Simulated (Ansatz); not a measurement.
# NaB (Fm-3m): from the cell to its phonons, part 2 of 2

How does NaB (Fm-3m) vibrate, and is this structure a minimum?

Ansatz 0.2.0; DFT PBEsol, scalar-relativistic, plane waves, PAW.

So far. Step 3 (Relaxing to small forces for the phonons): The forces vanish by symmetry and the pressure is 0.009 GPa, within the tolerances set. The cell now holds 18.63 Å³/atom. The relaxed cell has a = 5.302 Å (conventional setting).

### 4. Phonons on a q mesh

Stability and thermal properties need the whole zone. Linear response on a 4×4×4 q mesh gives force constants as far as a supercell of that size would.

input.yaml reads:

```yaml
crystal:
  lattice:
    - [0.0, 2.6511978633, 2.6511978633]
    - [2.6511978633, 0.0, 2.6511978633]
    - [2.6511978633, 2.6511978633, 0.0]
  atoms:
    - { symbol: Na, position: [0.0, 0.0, 0.0] }
    - { symbol: B, position: [0.5, 0.5, 0.5] }
kpoints:
  mp_grid: { grid: [16, 16, 16] }
hamiltonian:
  xc: pbesol
scf:
  occupations: { method: methfessel_paxton, width: 0.15 }
output:
  eigenvalues: true
phonons:
  method: dfpt
  qmesh: [4, 4, 4]
  temperatures: { t_max: 1000, t_step: 50 }
  qpath:
    path:
      - [[0.0, 0.0, 0.0], [0.5, 0.0, 0.5], [0.625, 0.25, 0.625]]
      - [[0.375, 0.375, 0.75], [0.0, 0.0, 0.0], [0.5, 0.5, 0.5], [0.5, 0.25, 0.75], [0.5, 0.0, 0.5]]
    npoints: 10
```

Launch:

```bash
$ ansatz run input.yaml --threads 4 --pin off --max-ram 7168MiB --backend cpu --events-out ev --progress --plain --runs-dir out
```

Numbers of over 12 decimals in the logs are rounded to 6 here.

The log of the run:

```text
[...]
Crystal: 2 atoms, lattice volume = 37.270 Å³
Basis set: ecut = 420 eV, 725 PW (Γ), exchange–correlation on 54×54×54 points (8 copies of the dense FFT grid, shifted against one another)
Bands: 10, of which v1, the nominal top of the filled ones, is band 6 counted from 1 (5 counted from 0)
Symmetry: 48 space group operations
k-points: 145 of 4096
[...]
SCF iter   1: F=—  HF=-1624.678535 eV  |F-HF|=—  |Δ(HF+E_count)|=         —  Δρ=3.12e-3  dr2=2.40e-3  ethr=1.77e-3  ⟨swp⟩=4.8  Hψ=7929  notcnv=0
[...]
SCF iter   8: F=-1624.676671 eV  HF=-1624.676671 eV  |F-HF|=2.27e-12  |Δ(HF+E_count)|=  8.19e-11  S|Δr|=    0.00e0  Δρ=9.45e-8  dr2=3.59e-12  ethr=1.00e-12  ⟨swp⟩=4.0  Hψ=5966  notcnv=0
SCF 1 converged in 8 iterations: F = -1624.676671 eV  dr2 = 3.59e-12
[...]
SCF iter   4: F=-1624.676671 eV  HF=-1624.676671 eV  |F-HF|=2.27e-13  |Δ(HF+E_count)|=  2.05e-11  S|Δr|=    0.00e0  Δρ=2.78e-8  dr2=1.34e-13  ethr=1.00e-12  ⟨swp⟩=1.0  Hψ=4299  notcnv=0
SCF 2 converged in 4 iterations: F = -1624.676671 eV  dr2 = 1.34e-13
phonons: the bands overlap, so this run is a metal and interpolates without the dipole-dipole term. If the crystal is really an insulator or semiconductor, its LO-TO splitting is missing
NSCF: frozen V_eff on 145 k-points
[...]
DFPT response loops at q = (0, 0, 0) (fractional): preconditioner auto → Kerker (q_TF=auto, 2.259 Å⁻¹) (partly filled bands, converged f_vac=0.000); β = 1.00, the filter's whole step (`scf.mixing.beta` (0.50) is not read by the response loops under this deck's `scf.mixing.preconditioner`; to damp them name `kerker` or `kerker_dos`, under which they read `scf.mixing.beta`, and type it under 1.00, their step now; both keys bind the ground state too); Broyden in place of MSR1
[...]
SCF converged after 8 iterations
[...]
Free energy (F): -1624.676671 eV
[...]
Internal energy: -1624.675842 eV  (E = F + TS)
E sigma→0 (E₀):  -1624.676464 eV
Entropy (-TS):   -0.000829 eV (-0.414 meV/atom)
Fermi energy:    2.885937 eV
[...]
--- Band table (eV; the first three rows and the last of 145) ---
[...]
--- Phonons (Γ-DFPT): 2 representative perturbations + reference (Σ response iterations 6) ---
  ASR residual: 9.365e-5 → 0.000e0 eV/Å²; symmetrization residual: 1.215e-6 eV/Å²
  ASR residual per site (eV/Å²): 9.37e-5 5.08e-5
  Γ frequencies (cm⁻¹): 0.00 0.00 0.00 306.45 306.45 306.45
--- Phonons (arbitrary-q DFPT): 8 irreducible q on the 4×4×4 mesh ---
  q = [0.0000, 0.0000, 0.0000] (star 1, of the zone-centre solve; hermiticity 9.57e-7, symmetrization 2.74e-13): -0.00 -0.00 0.00 306.45 306.45 306.45
  q = [0.0000, 0.0000, 0.2500] (star 8, 2 solved perturbations on 2176 of 4096 k-point pairs; hermiticity 2.84e-7, symmetrization 8.12e-13): 64.43 109.80 109.80 265.14 283.61 283.61
[...]
q = [0.0000, 0.2500, 0.2500] (star 6, 4 solved perturbations in 3616 linear systems a pass and spin channel, the states on 1160 of 4096 k-point pairs; hermiticity 5.04e-7, symmetrization 4.18e-13): -77.68 -77.68 183.12 215.83 302.67 302.67
[...]
sum rule: each row above includes the acoustic sum rule's correction from the zone centre's row sums; it moved no ω² by more than (1.13 cm⁻¹)²
  mesh force constants: q→R imaginary residual 8.40e-18; ASR residual 9.365e-5 → 0.000e0 eV/Å²; symmetrization residual 1.332e-15 eV/Å²
  interpolated dispersion: 62 rows × 6 modes
  density of states and harmonic sums: on the 20×20×20 q-mesh, interpolated from the force constants of a 4×4×4 supercell (no non-analytic term)
  largest difference from the sums on the solved wave vectors: F 8.24e-2 eV, S 1.12e-4 and C_V 3.03e-5 eV/K
  zero-point energy: 0.060876 eV/cell   skipped modes (ω ≤ 0): 391, of them read as no rigid motion or as one in doubt: 388 (1.529e0 modes/cell left out, lowest -210.03 cm⁻¹)   left out of the sums: 2.55e-1 of the cell's modes: C_V's classical limit lies that fraction below 3 k_B per atom; for a crystal, a wire or a layer, F and S can be off by more, and a phonons.interpolated_qmesh denser along its periods is the remedy for the sampling
```

Elapsed: 12 min, on 4 threads of Arm Neoverse N1, shared host; peak memory 3.2 GiB; 32 min of CPU time.

The column dr2 measures how far the density is from self-consistency, as an energy; F and HF (Harris–Foulkes) agree once it is small.

Numbers from this step:

```yaml
sum_rule_residual_before_enforcement: 9.37e-5 eV/Å²
lowest_frequency_on_the_path: -210.0 cm⁻¹
point_group: m-3m
highest_frequency_on_the_path_or_at_a_solved_wavevector: 306.4 cm⁻¹
highest_optical_mode_at_the_zone_centre_no_lo_to_term: 306.4 cm⁻¹
lowest_optical_zone_centre_mode: 306.4 cm⁻¹
lowest_mode_on_the_q_mesh_acoustic_modes_at_gamma_apart: -210.0 cm⁻¹
```

Frequencies (cm⁻¹) solved at each irreducible wavevector; negative means imaginary. Frequencies by wavevector, by row:

| q in reciprocal lattice units | star | mode 1 | mode 2 | mode 3 | mode 4 | mode 5 | mode 6 |
| --- | --- | --- | --- | --- | --- | --- | --- |
| 0 0 0 | 1 | 0 | 0 | 0 | 306.4 | 306.4 | 306.4 |
| 0 0 0.25 | 8 | 64.4 | 109.8 | 109.8 | 265.1 | 283.6 | 283.6 |
| 0 0 -0.5 | 4 | -34.2 | 182.2 | 182.2 | 199 | 236.8 | 236.8 |
| 0 0.25 0.25 | 6 | -77.7 | -77.7 | 183.1 | 215.8 | 302.7 | 302.7 |
| 0 0.25 -0.5 | 24 | -148.6 | 54.6 | 55.5 | 251.8 | 278.7 | 281.2 |
| 0 0.25 -0.25 | 12 | -113.7 | 148 | 181 | 193.7 | 241 | 300.4 |
| 0 -0.5 -0.5 | 3 | -210 | -132.7 | -132.7 | 282.3 | 304.4 | 304.4 |
| 0.25 -0.5 -0.25 | 6 | -175.6 | -175.6 | 187 | 207.6 | 287.9 | 287.9 |

Interpolated from a 4×4×4 q mesh. The phonon branches at the labelled points (cm⁻¹):

| point | branch 1 | branch 2 | branch 3 | branch 4 | branch 5 | branch 6 |
| --- | --- | --- | --- | --- | --- | --- |
| Γ | 0 | 0 | 0 | 306 | 306 | 306 |
| halfway | -78 | -78 | 183 | 216 | 303 | 303 |
| X | -210 | -133 | -133 | 282 | 304 | 304 |
| halfway | -205 | -124 | -114 | 283 | 293 | 298 |
| U | -186 | -90 | -6 | 264 | 281 | 286 |
| jump to K | -186 | -90 | -6 | 264 | 281 | 286 |
| halfway | -80 | 136 | 163 | 230 | 259 | 304 |
| Γ | 0 | 0 | 0 | 306 | 306 | 306 |
| halfway | 64 | 110 | 110 | 265 | 284 | 284 |
| L | -34 | 182 | 182 | 199 | 237 | 237 |
| halfway | -140 | 37 | 188 | 196 | 268 | 278 |
| W | -176 | -176 | 187 | 208 | 288 | 288 |
| halfway | -201 | -147 | -25 | 278 | 283 | 298 |
| X | -210 | -133 | -133 | 282 | 304 | 304 |

The phonon branches as a text plot (rows in cm⁻¹):

```
    296 |***********************************            *********
    274 |   *     **********     ***       ****      ****   *****
    253 |        *          ******           * *  ****      *
    231 |    ** *          *    *             * ***
    210 |      *            *  *               ***     *****
    188 |      *             ***                 **********
    167 |    **              ** *              **  *       *
    145 |   *               ******            *     *
    124 |       *                *           *              *
    102 |  *               **     **        *        *
     80 |                         ***      *                 *
     59 |                           *     *****
     37 | *                          *   **    *      *
     16 |                               *
     -6 |**               *           **
    -27 |  *               *        **          **
    -49 |   *            *        **              *
    -70 |    ***                **                 *          *
    -92 |       **      ***    *                    *  *
   -113 |        ***   **    **                      *         *
   -135 |           ***     *                         * *     ***
   -156 |         **                                   **   **
   -178 |                 **                             ***
   -199 |           ******                                  *****
         Γ           X  U|K            Γ         L        W     X
```

Tetrahedra on a 20×20×20 mesh, mean over bins of 5 cm-1. Interpolated from a 4×4×4 q mesh. The phonon density of states by wavenumber; read off at these points:

| wavenumber (cm⁻¹) | phonon density of states (1/cm⁻¹/cell) |
| --- | --- |
| -212 | 0 |
| -198 | 0.00324 |
| -182 | 0.00521 |
| -172 | 0.00681 |
| -158 | 0.00855 |
| -142 | 0.0102 |
| -128 | 0.0128 |
| -112 | 0.0117 |
| -102 | 0.0108 |
| -88 | 0.00991 |
| -72 | 0.00832 |
| -58 | 0.00673 |
| -42 | 0.00515 |
| -28 | 0.00385 |
| -18 | 0.00354 |
| -2 | 0.0032 |
| 12 | 0.00313 |
| 28 | 0.00314 |
| 42 | 0.00364 |
| 52 | 0.00427 |
| 68 | 0.00489 |
| 82 | 0.00593 |
| 98 | 0.00704 |
| 112 | 0.0085 |
| 122 | 0.00924 |
| 138 | 0.0105 |
| 152 | 0.0104 |
| 168 | 0.0122 |
| 182 | 0.0276 |
| 198 | 0.0139 |
| 208 | 0.0161 |
| 212 | 0.0165 |
| 222 | 0.0133 |
| 238 | 0.0115 |
| 252 | 0.0223 |
| 268 | 0.0286 |
| 278 | 0.0384 |
| 288 | 0.0551 |
| 292 | 0.0497 |
| 308 | 0.00125 |

The partial phonon density of states has structure finer than the step of the table below, so its rows give means over 20 cm⁻¹, whole bins alone (the curve runs from -219 to 326 cm⁻¹). Peaks (cm⁻¹: height): B -126.7: 0.00764, 137.2: 0.00587, 298.2: 0.0292; Na -99.3: 0.00624, 137.2: 0.00832, 185.1: 0.0161, 284.5: 0.0257.

Phonopy on the run's constants, 19x19x19 mesh, Gaussian sigma 3.9 cm-1. Interpolated from a 4×4×4 q mesh. Table of partial phonon density of states by wavenumber; means over each step; values in 1/cm⁻¹/cell:

| wavenumber (cm⁻¹) | B | Na |
| --- | --- | --- |
| -200 | 0.00185 | 9.2e-4 |
| -180 | 0.00365 | 0.00206 |
| -160 | 0.00523 | 0.00327 |
| -140 | 0.00624 | 0.00454 |
| -120 | 0.00639 | 0.00523 |
| -100 | 0.00607 | 0.00540 |
| -80 | 0.00486 | 0.00454 |
| -60 | 0.00358 | 0.00386 |
| -40 | 0.00225 | 0.00255 |
| -20 | 0.00164 | 0.00179 |
| 0 | 2.2e-4 | 3.5e-4 |
| 20 | 9.4e-4 | 0.00114 |
| 40 | 0.00249 | 0.00299 |
| 60 | 0.00196 | 0.00243 |
| 80 | 0.00212 | 0.00269 |
| 100 | 0.00395 | 0.00513 |
| 120 | 0.00330 | 0.00444 |
| 140 | 0.00465 | 0.00658 |
| 160 | 0.00356 | 0.00770 |
| 180 | 0.00279 | 0.0136 |
| 200 | 0.00490 | 0.00882 |
| 220 | 0.00647 | 0.00680 |
| 240 | 0.00985 | 0.00625 |
| 260 | 0.0154 | 0.00963 |
| 280 | 0.0233 | 0.0205 |
| 300 | 0.0219 | 0.0165 |

Second derivatives of the energy by pair, one row for each kind of neighbour of each atom listed. Each entry sums the pair over the periodic images of the supercell that the q mesh stands for, and in a polar crystal it holds the long-range dipole part too. Force constants by pair, by row:

| atom | neighbour | distance (Å) | third of the trace (eV/Å²) | along the pair's line (eV/Å²) |
| --- | --- | --- | --- | --- |
| Na1 | itself | 0 | 2.968 | – |
| Na1 | B | 2.651 | -0.4403 | -1.501 |
| Na1 | Na | 3.749 | -0.0342 | -0.1011 |
| Na1 | B | 4.592 | 0.0143 | 0.0373 |
| Na1 | Na | 5.302 | -0.0022 | -0.0148 |
| Na1 | B | 5.928 | 4.00e-4 | 0.0075 |
| Na1 | Na | 6.494 | -1.00e-4 | -6.00e-4 |
| Na1 | Na | 7.499 | 0.0013 | 1.00e-4 |
| B2 | itself | 0 | 1.506 | – |
| B2 | Na | 2.651 | -0.4403 | -1.501 |
| B2 | B | 3.749 | 0.1104 | 0.3727 |
| B2 | Na | 4.592 | 0.0143 | 0.0373 |
| B2 | B | 5.302 | -0.014 | -0.0349 |
| B2 | Na | 5.928 | 4.00e-4 | 0.0075 |
| B2 | B | 6.494 | -0.0087 | -0.0211 |
| B2 | B | 7.499 | -0.0151 | -0.0768 |

Symmetry leaves 8 wavevectors to solve. The lowest mode among them, the acoustic zeros apart, lies at q = (0, -0.5, -0.5) and is imaginary, 210.0i cm⁻¹, so the energy falls along it.

### 5. Finite displacements in a supercell

Finite displacements in a 2×2×2 supercell give force constants from forces alone. They are exact at the wavevectors that the supercell holds, where they check the linear-response result.

Edit input.yaml of step 4 so:

```diff
@@ -17,4 +17,4 @@
 phonons:
-  method: dfpt
-  qmesh: [4, 4, 4]
+  method: fd
+  supercell: [2, 2, 2]
   temperatures: { t_max: 1000, t_step: 50 }
```

The log of the run:

```text
[...]
Crystal: 16 atoms, lattice volume = 298.158 Å³
Basis set: ecut = 420 eV, 5817 PW (Γ), exchange–correlation on 108×108×108 points (8 copies of the dense FFT grid, shifted against one another)
Bands: 66, of which v1, the nominal top of the filled ones, is band 48 counted from 1 (47 counted from 0)
Symmetry: 384 space group operations
k-points: 29 of 512
[...]
SCF iter   1: F=—  HF=-12997.413368 eV  |F-HF|=—  |Δ(HF+E_count)|=         —  Δρ=2.04e-8  dr2=5.08e-13  ethr=1.00e-12  ⟨swp⟩=3.0  Hψ=4841  notcnv=0
[...]
SCF iter   2: F=-12997.413368 eV  HF=-12997.413368 eV  |F-HF|=3.64e-12  |Δ(HF+E_count)|=  1.82e-12  S|Δr|=    0.00e0  Δρ=6.00e-9  dr2=5.88e-14  ethr=1.00e-12  ⟨swp⟩=2.1  Hψ=3418  notcnv=0
SCF 1 converged in 2 iterations: F = -12997.413368 eV  dr2 = 5.88e-14
[...]
Crystal: 2 atoms, lattice volume = 37.270 Å³
Basis set: ecut = 420 eV, 725 PW (Γ), exchange–correlation on 54×54×54 points (8 copies of the dense FFT grid, shifted against one another)
Bands: 10, of which v1, the nominal top of the filled ones, is band 6 counted from 1 (5 counted from 0)
Symmetry: 48 space group operations
k-points: 145 of 4096
[...]
SCF iter   2: F=-1624.676671 eV  HF=-1624.676671 eV  |F-HF|=9.71e-11  |Δ(HF+E_count)|=   6.12e-6  S|Δr|=    0.00e0  Δρ=6.24e-7  dr2=8.67e-11  ethr=1.00e-12  ⟨swp⟩=5.7  Hψ=6333  notcnv=0
SCF 2 converged in 2 iterations: F = -1624.676671 eV  dr2 = 8.67e-11
[...]
Symmetry: 8 space group operations
k-points: 59 of 512 (time reversal used)
[...]
SCF iter   8: F=-12997.413359 eV  HF=-12997.413359 eV  |F-HF|=3.64e-12  |Δ(HF+E_count)|=  9.09e-12  S|Δr|=    0.00e0  Δρ=1.09e-8  dr2=3.88e-13  ethr=1.00e-12  ⟨swp⟩=4.9  Hψ=12657  notcnv=0
SCF 3 converged in 8 iterations: F = -12997.413359 eV  dr2 = 3.88e-13
[...]
SCF iter   8: F=-12997.413364 eV  HF=-12997.413364 eV  |F-HF|=7.28e-12  |Δ(HF+E_count)|=  7.28e-12  S|Δr|=    0.00e0  Δρ=1.28e-8  dr2=4.53e-13  ethr=1.00e-12  ⟨swp⟩=5.0  Hψ=13168  notcnv=0
SCF 4 converged in 8 iterations: F = -12997.413364 eV  dr2 = 4.53e-13
[...]
SCF converged after 2 iterations
[...]
Free energy (F): -12997.413368 eV
[...]
Internal energy: -12997.406739 eV  (E = F + TS)
E sigma→0 (E₀):  -12997.411711 eV
Entropy (-TS):   -0.006629 eV (-0.414 meV/atom)
Fermi energy:    2.885938 eV
[...]
--- Band table (eV; the first three rows and the last of 29) ---
  k-point 0: bands = [... 44 lower, 1.3567, 1.3567, 1.3567, 3.9015, 3.9015, 3.9015, 3.9015, 3.9015, ... 14 higher]
  k-point 1: bands = [... 44 lower, 1.4365, 1.4365, 1.4365, 3.7652, 3.7652, 3.7652, 3.9274, 3.9274, ... 14 higher]
  k-point 2: bands = [... 44 lower, 1.6327, 1.6327, 1.6327, 3.4555, 3.4555, 3.4555, 4.0029, 4.0029, ... 14 higher]
  k-point 28: bands = [... 44 lower, 2.5227, 2.5227, 2.5227, 2.5227, 2.9217, 2.9217, 2.9217, 2.9217, ... 14 higher]
--- Phonons: 2 displaced members + reference (amplitude 0.0025 Å, Σ member SCF iterations 16) ---
  symmetry images taken by strict's conditions (phonons.symmetry_images: auto; settled by no image being taken that strict refuses)
  ASR residual: 8.698e-5 → 0.000e0 eV/Å²; symmetrization residual: 2.659e-5 eV/Å²
  largest component of a force at the reference: 5.3e-29 eV/Å
  ASR residual per site (eV/Å²): 8.70e-5 4.02e-5
  Γ frequencies (cm⁻¹): 0.00 0.00 0.00 306.45 306.45 306.45
[...]
```

The job ended after 1.8 min (4 threads; peak memory 1.4 GiB).

This step gave:

```
atoms in the supercell               : 16
sum-rule residual before enforcement : 8.70e-5 eV/Å²
```

Interpolated from a 2×2×2 supercell, rough between the solved points. Phonon branches along the path, in cm⁻¹:

| point | branch 1 | branch 2 | branch 3 | branch 4 | branch 5 | branch 6 |
| --- | --- | --- | --- | --- | --- | --- |
| Γ | 0 | 0 | 0 | 306 | 306 | 306 |
| halfway | -89 | -89 | 159 | 200 | 305 | 305 |
| X | -210 | -133 | -133 | 282 | 304 | 304 |
| halfway | -204 | -124 | -114 | 284 | 294 | 299 |
| U | -187 | -91 | 8 | 267 | 282 | 287 |
| jump to K | -187 | -91 | 8 | 267 | 282 | 287 |
| halfway | -98 | 124 | 159 | 217 | 257 | 302 |
| Γ | 0 | 0 | 0 | 306 | 306 | 306 |
| halfway | 36 | 105 | 105 | 255 | 284 | 284 |
| L | -34 | 182 | 182 | 199 | 237 | 237 |
| halfway | -134 | -48 | 187 | 196 | 269 | 278 |
| W | -170 | -170 | 186 | 204 | 292 | 292 |
| halfway | -198 | -143 | -36 | 277 | 285 | 300 |
| X | -210 | -133 | -133 | 282 | 304 | 304 |

The phonon branches as a text plot (rows in cm⁻¹):

```
    296 |***********************************            *********
    274 |  *      **********     ***       ***       ****    ****
    253 |   *    *         **   **          * **  ****      *
    231 |       *           ****             ** ***
    210 |    ***             ** *              ***      ****
    188 |                      *                 **********
    167 |    ***             ** *              **  *       *
    145 |                   *  *              *
    124 |   *                ** **           *      *
    102 |                  *     ***        *               *
     80 |  *                *     **       *         *       *
     59 |       *                   *     *
     37 | *                          *   *****
     16 |                 *          *  **    *
     -6 |*                            **       *
    -27 | **                         *          **
    -49 |   *            * *      ***             *   *
    -70 |    **                  *                 *
    -92 |      *        ***     *                   *         *
   -113 |       **     **      *                     * *       *
   -135 |         *****      **                       * *     ***
   -156 |                   *                          *** ***
   -178 |         **      **                             ****
   -199 |           ******                                   ****
         Γ           X  U|K            Γ         L        W     X
```

The phonon density of states has structure finer than the step of the table below, so its rows give means over 20 cm⁻¹, whole bins alone (the curve runs from -212 to 308 cm⁻¹). Peaks (cm⁻¹: height): -127.5: 0.0156, 177.5: 0.0206, 197.5: 0.0194, 302.5: 0.0531.

Tetrahedra on a 20×20×20 mesh, mean over bins of 5 cm-1. Interpolated from a 2×2×2 supercell, rough between the solved points. Phonon density of states against wavenumber; means over each step:

| wavenumber (cm⁻¹) | phonon density of states (1/cm⁻¹/cell) |
| --- | --- |
| -200 | 0.00245 |
| -180 | 0.00556 |
| -160 | 0.00863 |
| -140 | 0.0123 |
| -120 | 0.0144 |
| -100 | 0.0122 |
| -80 | 0.00950 |
| -60 | 0.00711 |
| -40 | 0.00504 |
| -20 | 0.00345 |
| 0 | 0.00292 |
| 20 | 0.00282 |
| 40 | 0.00318 |
| 60 | 0.00409 |
| 80 | 0.00551 |
| 100 | 0.00756 |
| 120 | 0.00896 |
| 140 | 0.00929 |
| 160 | 0.0113 |
| 180 | 0.0142 |
| 200 | 0.0155 |
| 220 | 0.0123 |
| 240 | 0.0156 |
| 260 | 0.0241 |
| 280 | 0.0413 |

At Γ the two methods differ by at most 0.0 cm⁻¹.

### 6. Results

| Item | Value |
| --- | --- |
| space group after relaxation (within 0.01 Å) | Fm-3m |
| volume per atom | 18.6 Å³ |
| electronic character | no gap on this mesh |
| highest optical mode at the zone centre (no LO-TO term) | 306 cm⁻¹ |
| lowest optical zone-centre mode | 306 cm⁻¹ |
| lowest mode on the q mesh (acoustic modes at Γ apart) | -210 cm⁻¹ |
| highest frequency on the path or at a solved wavevector | 306 cm⁻¹ |
| imaginary modes on the 4×4×4 q mesh | yes |

In words: Modes are clearly imaginary (beyond 10i cm⁻¹) at 6 of the 8 irreducible wavevectors, most at q = (0, -0.5, -0.5) (210.0i cm⁻¹), so this structure is not a minimum of the energy. The optical modes at Γ form one degenerate level at 306 cm⁻¹. Finite displacements and linear response differ by 0.0 cm⁻¹ in the highest zone-centre mode. With no gap, or one that is small against the smearing, the frequencies hang on the k mesh and the smearing, most of all near Kohn anomalies. A phonon run warned that its eigensolver left some bands unconverged in a pass. These are harmonic frequencies at zero temperature: anharmonic shifts, linewidths and thermal expansion are left out.

[Logs are printed without paths, hosts, clocks, repeated set-up lines and the standing remarks that a program may print on its own settings, such as how far it seeks lower states.]

[Hosts, paths, dates, database ids (printed as entryN), source tags and the programs' standing remarks are cut or masked in the printed files.]
